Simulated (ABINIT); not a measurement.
# InP (F-43m): changed settings of a GW run in ABINIT

What do changed inputs do to GW on InP (F-43m)?

Program: ABINIT 10.8.3. Level of theory: PBE and many-body steps on it, plane waves. Results are calculated unless marked as measured.

The database entry behind the starting cell differs from later determinations by our own check (0.1 to 0.3 % short, probably kX units), so it need not match the best structure at ambient conditions.

**1. The starting structure**

Symmetry: F-43m, No. 216, cubic system. The conventional cell has a = 5.861 Å, b = 5.861 Å, c = 5.861 Å, α = 90.00°, β = 90.00°, γ = 90.00°. Nearest to In lie 4 P at 2.54 Å. P has 4 In at 2.54 Å nearest. Farther neighbours are not listed.

The cell and positions come from the Crystallography Open Database and are kept as given unless a step says otherwise.

**2. Screening, 4×4×4 mesh, 163 bands, screening to 190.5 eV**

This step: ABINIT 10.8.3; RPA screening on PBE, plane waves, norm-conserving pseudopotentials.

The RPA dielectric matrix is built and inverted for each q.

Input file run.abi:

```
acell 3*1.0 Angstrom
rprim 
  -0.000000000000 2.930500000000 2.930500000000
  2.930500000000 -0.000000000000 2.930500000000
  2.930500000000 2.930500000000 -0.000000000000
ntypat 2
znucl 49 15
natom 2
typat 1 2
xred 
  0.000000000000 0.000000000000 0.000000000000
  0.250000000000 0.250000000000 0.250000000000
pp_dirpath "pseudos"
pseudos "In.upf, P.upf"
ecut 33
ngkpt 4 4 4
nshiftk 1
shiftk 0 0 0
kptopt 1
chksymbreak 0
istwfk *1
occopt 1
irdwfk 1
optdriver 3
nband 163
ecuteps 7
inclvkb 2
awtr 1
symchi 1
indata_prefix "in"
outdata_prefix "out"
tmpdata_prefix "tmp"
```

Launch:

```sh
OMP_NUM_THREADS=1 mpirun -n 8 abinit run.abi > log
```

Output:

```text
.Version 10.8.3 of ABINIT. v10.8.2 released Aug 2026.

 Symmetries : space group F-4 3 m (#216); Bravais cF (face-center cubic)
[... echo of the input left out ...]
== DATASET  1 ==================================================================
-   mpi_nproc: 8, omp_nthreads: 1 (-1 if OMP is not activated)

--- !DatasetInfo
iteration_state: {dtset: 1, }
dimensions: {natom: 2, nkpt: 8, mband: 163, nsppol: 1, nspinor: 1, nspden: 1, mpw: 3119, }
cutoff_energies: {ecut:  33.0, pawecutdg:  -1.0, }
electrons: {nelect:   2.60000000E+01, charge:   0.00000000E+00, occopt:   1.00000000E+00, tsmear:   1.00000000E-02, }

 SCREENING: Calculation of the susceptibility and dielectric matrices

 Based on a program developped by R.W. Godby, V. Olevano, G. Onida, and L. Reining.
 Incorporated in ABINIT by V. Olevano, G.-M. Rignanese, and M. Torrent.
.Using double precision arithmetic ; gwpc =  8

[... cell and pseudopotentials left out ...]
--------------------------------------------------------------------------------

 ==== K-mesh for the wavefunctions ====
 Number of points in the irreducible wedge :     8
[... list of points left out ...]
 Together with 24 symmetry operations and time-reversal symmetry
 yields    64 points in the full Brillouin Zone.

 ==== Q-mesh for the screening function ====
 Number of points in the irreducible wedge :     8
[... list of points left out ...]
 Together with 24 symmetry operations and time-reversal symmetry
 yields    64 points in the full Brillouin Zone.

 setmesh: FFT mesh size selected  =    30x   30x   30
          total number of points  =        27000

 vcoul_init : cutoff-mode = AUXILIARY_FUNCTION
 q-points for optical limit:   1
     1)      0.000010    0.000020    0.000030

- screening: taking advantage of time-reversal symmetry
- Maximum band index for partially occupied states nbvw = 13
- Remaining bands to be divided among processors   nbcw = 150
- Number of bands treated by each node ~18

 Number of electrons calculated from density =   26.0000; Expected =   26.0000
 average of density, n =  0.076546
 r_s =    1.4610
 omega_plasma =   26.6880 [eV]

 calculating chi0 at frequencies [eV] :
  1    0.000000E+00    0.000000E+00
  2    0.000000E+00    2.668802E+01

--------------------------------------------------------------------------------
  q-point number  1        q = ( 0.000000, 0.000000, 0.000000) [r.l.u.]
--------------------------------------------------------------------------------
[... chi0 elements left out ...]
 For q-point:  0.000010 0.000020 0.000030
  dielectric constant =  44.4645
  dielectric constant without local fields =  46.9378

  Average fulfillment of the sum rule on Im[epsilon] for q-point    1 :     74.08  [%]
[... wings left out ...]
  q-point number  2        q = ( 0.250000, 0.000000, 0.000000) [r.l.u.]
--------------------------------------------------------------------------------
[... chi0 elements left out ...]
  Average fulfillment of the sum rule on Im[epsilon] for q-point    2 :     84.15  [%]

 [... 6 further q-points ...]
```

The job ended after 48 s (8 MPI ranks of Arm Neoverse V1, shared host; peak memory 1.6 GiB; 5.7 min of CPU time).

Numbers from this step:

```
ε∞ with local fields, on this mesh, along the program's q direction : 44.46
the same without local fields                                       : 46.94
plasma frequency                                                    : 26.69 eV
plane waves in the screening matrix                                 : 307
```

Local fields lower ε∞ by 5 %. On a Γ-centred mesh this coarse the value itself is usually too large, while a short band sum pulls it down.

**3. Base**

The self-energy is evaluated for the states that the input lists, and the levels follow from it, in one-shot runs by the linearised quasiparticle equation.

This step: G0W0 on PBE, plane waves, norm-conserving pseudopotentials.

Changes to run.abi since step 2:

```diff
@@ -23,8 +23,15 @@
 irdwfk 1
-optdriver 3
+optdriver 4
 nband 163
+gwcalctyp 0
+ecutsigx 33
+symsigma 1
+nkptgw 1
+kptgw 
+  0.0000000000 0.0000000000 0.0000000000
+bdgw 
+  11 17
 ecuteps 7
-inclvkb 2
-awtr 1
-symchi 1
+irdscr 1
+ppmodel 1
 indata_prefix "in"
```

Output:

```text
.Version 10.8.3 of ABINIT. v10.8.2 released Aug 2026.

 Symmetries : space group F-4 3 m (#216); Bravais cF (face-center cubic)
[... echo of the input left out ...]
== DATASET  1 ==================================================================
-   mpi_nproc: 8, omp_nthreads: 1 (-1 if OMP is not activated)

--- !DatasetInfo
iteration_state: {dtset: 1, }
dimensions: {natom: 2, nkpt: 8, mband: 163, nsppol: 1, nspinor: 1, nspden: 1, mpw: 3119, }
cutoff_energies: {ecut:  33.0, pawecutdg:  -1.0, }
electrons: {nelect:   2.60000000E+01, charge:   0.00000000E+00, occopt:   1.00000000E+00, tsmear:   1.00000000E-02, }

 SIGMA: Calculation of the GW corrections

 Based on a program developped by R.W. Godby, V. Olevano, G. Onida, and L. Reining.
 Incorporated in ABINIT by V. Olevano, G.-M. Rignanese, and M. Torrent.
.Using double precision arithmetic ; gwpc =  8

[... cell and pseudopotentials left out ...]
--------------------------------------------------------------------------------

 ==== K-mesh for the wavefunctions ====
 Number of points in the irreducible wedge :     8
[... list of points left out ...]
 Together with 24 symmetry operations and time-reversal symmetry
 yields    64 points in the full Brillouin Zone.

 ==== Q-mesh for screening function ====
 Number of points in the irreducible wedge :     8
[... list of points left out ...]
 Together with 24 symmetry operations and time-reversal symmetry
 yields    64 points in the full Brillouin Zone.

 vcoul_init : cutoff-mode = AUXILIARY_FUNCTION
 q-points for optical limit:   1
     1)      0.000010    0.000020    0.000030
 setmesh: FFT mesh size selected  =    45x   45x   45
          total number of points  =        91125

 Number of electrons calculated from density =   26.0000; Expected =   26.0000
 average of density, n =  0.076546
 r_s =    1.4610
 omega_plasma =   26.6880 [eV]

 === KS Band Gaps ===
  >>>> For spin  1
   Minimum direct gap =   0.7091 [eV], located at k-point      :   0.0000  0.0000  0.0000
   Fundamental gap    =   0.7091 [eV], Top of valence bands at :   0.0000  0.0000  0.0000
                                       Bottom of conduction at :   0.0000  0.0000  0.0000
 SIGMA fundamental parameters:
 PLASMON POLE MODEL  1
 number of plane-waves for SigmaX                 3119
 number of plane-waves for SigmaC and W            307
 number of plane-waves for wavefunctions          3119
 number of bands                                   163
 number of independent spin polarizations            1
 number of spinorial components                      1
 number of k-points in IBZ                           8
 number of q-points in IBZ                           8
 number of symmetry operations                      24
 number of k-points in BZ                           64
 number of q-points in BZ                           64
 number of frequencies for dSigma/dE                 9
 frequency step for dSigma/dE [eV]                0.25
 number of omega for Sigma on real axis              0
 max omega for Sigma on real axis  [eV]           0.00
 zcut for avoiding poles [eV]                     0.10

 EPSILON^-1 parameters (SCR file):
 dimension of the eps^-1 matrix on file            307
 dimension of the eps^-1 matrix used               307
 number of plane-waves for wavefunctions          3119
 number of bands                                   163
 number of q-points in IBZ                           8
 number of frequencies                               2
 number of real frequencies                          1
 number of imag frequencies                          1

 matrix elements of self-energy operator (all in [eV])

 Perturbative Calculation

--- !SelfEnergy_ee
iteration_state: {dtset: 1, }
kpoint     : [   0.000,    0.000,    0.000, ]
spin       : 1
KS_gap     :    0.709
QP_gap     :    1.372
Delta_QP_KS:    0.663
data: !SigmaeeData |
     Band     E0 <VxcDFT>   SigX SigC(E0)      Z dSigC/dE  Sig(E)    E-E0       E
       11   4.964 -12.923 -14.819   1.089   0.776  -0.288 -13.550  -0.627   4.337
       12   4.964 -12.923 -14.819   1.089   0.776  -0.288 -13.550  -0.627   4.337
       13   4.964 -12.923 -14.819   1.089   0.776  -0.288 -13.550  -0.627   4.337
       14   5.673 -11.725  -7.716  -3.964   0.791  -0.265 -11.689   0.036   5.709
       15   9.052 -10.790  -6.317  -4.313   0.795  -0.258 -10.663   0.127   9.179
       16   9.052 -10.790  -6.317  -4.313   0.795  -0.258 -10.663   0.127   9.179
       17   9.052 -10.790  -6.317  -4.313   0.795  -0.258 -10.663   0.127   9.179

== END DATASET(S) ==============================================================
================================================================================

 -outvars: echo values of variables after computation  --------
           etotal      0.0000000000E+00
            nband         163
             nkpt           8
          spgroup         216
 [... the other variables as echoed above ...]

 Calculation completed.
```

It took 8.6 s on 8 MPI ranks; peak memory 1.4 GiB.

Numbers from this step:

- G0W0 gap on the points computed: 1.372 eV
- starting gap on the mesh: 0.7091 eV
- k of the valence top: 0, 0, 0
- k of the conduction bottom: 0, 0, 0
- Z at the valence top: 0.776
- Z at the conduction bottom: 0.791
- least direct G0W0 gap on the computed points: 1.372 eV

The gap on the mesh goes from 0.71 eV to 1.37 eV, a correction of +0.66 eV.

**4. Coulomb singularity**

Changes to run.abi since step 3:

```diff
@@ -36,2 +36,3 @@
 ppmodel 1
+gw_icutcoul 7
 indata_prefix "in"
```

Output:

```text
.Version 10.8.3 of ABINIT. v10.8.2 released Aug 2026.

 Symmetries : space group F-4 3 m (#216); Bravais cF (face-center cubic)
[... echo of the input left out ...]
== DATASET  1 ==================================================================
-   mpi_nproc: 8, omp_nthreads: 1 (-1 if OMP is not activated)

--- !DatasetInfo
iteration_state: {dtset: 1, }
dimensions: {natom: 2, nkpt: 8, mband: 163, nsppol: 1, nspinor: 1, nspden: 1, mpw: 3119, }
cutoff_energies: {ecut:  33.0, pawecutdg:  -1.0, }
electrons: {nelect:   2.60000000E+01, charge:   0.00000000E+00, occopt:   1.00000000E+00, tsmear:   1.00000000E-02, }

 SIGMA: Calculation of the GW corrections

 Based on a program developped by R.W. Godby, V. Olevano, G. Onida, and L. Reining.
 Incorporated in ABINIT by V. Olevano, G.-M. Rignanese, and M. Torrent.
.Using double precision arithmetic ; gwpc =  8

[... cell and pseudopotentials left out ...]
--------------------------------------------------------------------------------

 ==== K-mesh for the wavefunctions ====
 Number of points in the irreducible wedge :     8
[... list of points left out ...]
 Together with 24 symmetry operations and time-reversal symmetry
 yields    64 points in the full Brillouin Zone.

 ==== Q-mesh for screening function ====
 Number of points in the irreducible wedge :     8
[... list of points left out ...]
 Together with 24 symmetry operations and time-reversal symmetry
 yields    64 points in the full Brillouin Zone.

 vcoul_init : cutoff-mode = AUX_GB
 q-points for optical limit:   1
     1)      0.000010    0.000020    0.000030
 setmesh: FFT mesh size selected  =    45x   45x   45
          total number of points  =        91125

 Number of electrons calculated from density =   26.0000; Expected =   26.0000
[...]
number of q-points in BZ                           64
 number of frequencies for dSigma/dE                 9
 frequency step for dSigma/dE [eV]                0.25
 number of omega for Sigma on real axis              0
 max omega for Sigma on real axis  [eV]           0.00
 zcut for avoiding poles [eV]                     0.10

 EPSILON^-1 parameters (SCR file):
 dimension of the eps^-1 matrix on file            307
 dimension of the eps^-1 matrix used               307
 number of plane-waves for wavefunctions          3119
 number of bands                                   163
 number of q-points in IBZ                           8
 number of frequencies                               2
 number of real frequencies                          1
 number of imag frequencies                          1

 matrix elements of self-energy operator (all in [eV])

 Perturbative Calculation

--- !SelfEnergy_ee
iteration_state: {dtset: 1, }
kpoint     : [   0.000,    0.000,    0.000, ]
spin       : 1
KS_gap     :    0.709
QP_gap     :    1.371
Delta_QP_KS:    0.662
data: !SigmaeeData |
     Band     E0 <VxcDFT>   SigX SigC(E0)      Z dSigC/dE  Sig(E)    E-E0       E
       11   4.964 -12.923 -14.859   1.108   0.775  -0.290 -13.565  -0.642   4.322
       12   4.964 -12.923 -14.859   1.108   0.775  -0.290 -13.565  -0.642   4.322
       13   4.964 -12.923 -14.859   1.108   0.775  -0.290 -13.565  -0.642   4.322
       14   5.673 -11.725  -7.716  -3.983   0.790  -0.266 -11.705   0.020   5.694
       15   9.052 -10.790  -6.317  -4.333   0.794  -0.260 -10.679   0.111   9.163
       16   9.052 -10.790  -6.317  -4.333   0.794  -0.260 -10.679   0.111   9.163
       17   9.052 -10.790  -6.317  -4.333   0.794  -0.260 -10.679   0.111   9.163

== END DATASET(S) ==============================================================
================================================================================

 -outvars: echo values of variables after computation  --------
           etotal      0.0000000000E+00
            nband         163
             nkpt           8
          spgroup         216
 [... the other variables as echoed above ...]

 Calculation completed.
```

Run time: 8.5 s. Hardware: 8 MPI ranks; peak memory 1.4 GiB.

This step gave:

```yaml
g0w0_gap_on_the_points_computed: 1.372 eV
starting_gap_on_the_mesh: 0.7091 eV
k_of_the_valence_top: 0, 0, 0
k_of_the_conduction_bottom: 0, 0, 0
z_at_the_valence_top: 0.775
z_at_the_conduction_bottom: 0.79
least_direct_g0w0_gap_on_the_computed_points: 1.372 eV
```

Against G0W0 in ABINIT (4×4×4 mesh, 163 bands, screening to 190.5 eV, Godby-Needs plasmon pole), the gap moves by +0.000 eV.

**5. The runs together**

Times are wall times on 8 MPI ranks of Arm Neoverse V1, shared host, good to a factor of about two. A run's time includes the screening step that it read.

| run | mesh | bands | screening cutoff (eV) | DFT gap (eV) | gap on the mesh (eV) | direct (eV) | ε∞ used | time |
| --- | --- | --- | --- | --- | --- | --- | --- | --- |
| base | 4×4×4 | 163 | 190.5 | 0.709 | 1.372 | 1.372 | 44.46 | 57 s |
| Coulomb singularity | 4×4×4 | 163 | 190.5 | 0.709 | 1.372 | 1.372 | 44.46 | 57 s |

**6. Results**

| Quantity | Value |
| --- | --- |
| base | 1.372 eV |
| Coulomb singularity | 1.372 eV |
| known limits | not at the basis limit; mesh may overstate the screening; no spin-orbit coupling; coarse k mesh |

Coulomb singularity: no change against base (keys changed: gw_icutcoul). Bands and cutoff are finite, so the gap is not at the basis limit. The miss can reach some tenths of an eV and take either sign; the mesh is an error of its own. In the first G0W0 run levels were corrected at 1 k point alone, so a gap called «on the mesh» is the least over those, and an edge elsewhere would be missed. The 4×4×4 mesh is coarse for this cell, which bears on the long-range parts of exchange and screening. The RPA ε∞ on this mesh reaches over 25; with a narrow direct gap a coarse mesh can overstate it, and the correction is then too small. The many-body steps are scalar-relativistic: spin-orbit coupling is not in them.

[Paths, hosts, dates, memory and timing lines, banners, echoed tables and standing remarks are left out of the program output.]

[Logs are printed without paths, hosts, clocks, repeated set-up lines and the standing remarks that a program may print on its own settings, such as how far it seeks lower states.]

[Runs of the session that timed out or met a known fault of the program may be left out.]

[No measured gap is set beside runs whose start may be inverted or whose files or cutoffs have a known fault.]

[Hosts, paths, dates, database ids (printed as entryN), source tags and the programs' standing remarks are cut or masked in the printed files.]

[G0W0 gaps are taken among the corrected bands and points alone; a level outside them can change the order at an edge.]

[Where Ansatz stands beside ABINIT at settings called matched, ABINIT's density can come from a denser mesh and the files from another edition; pairs whose starting gaps differed by over 0.03 eV were left out, so agreement reads better than it is.]
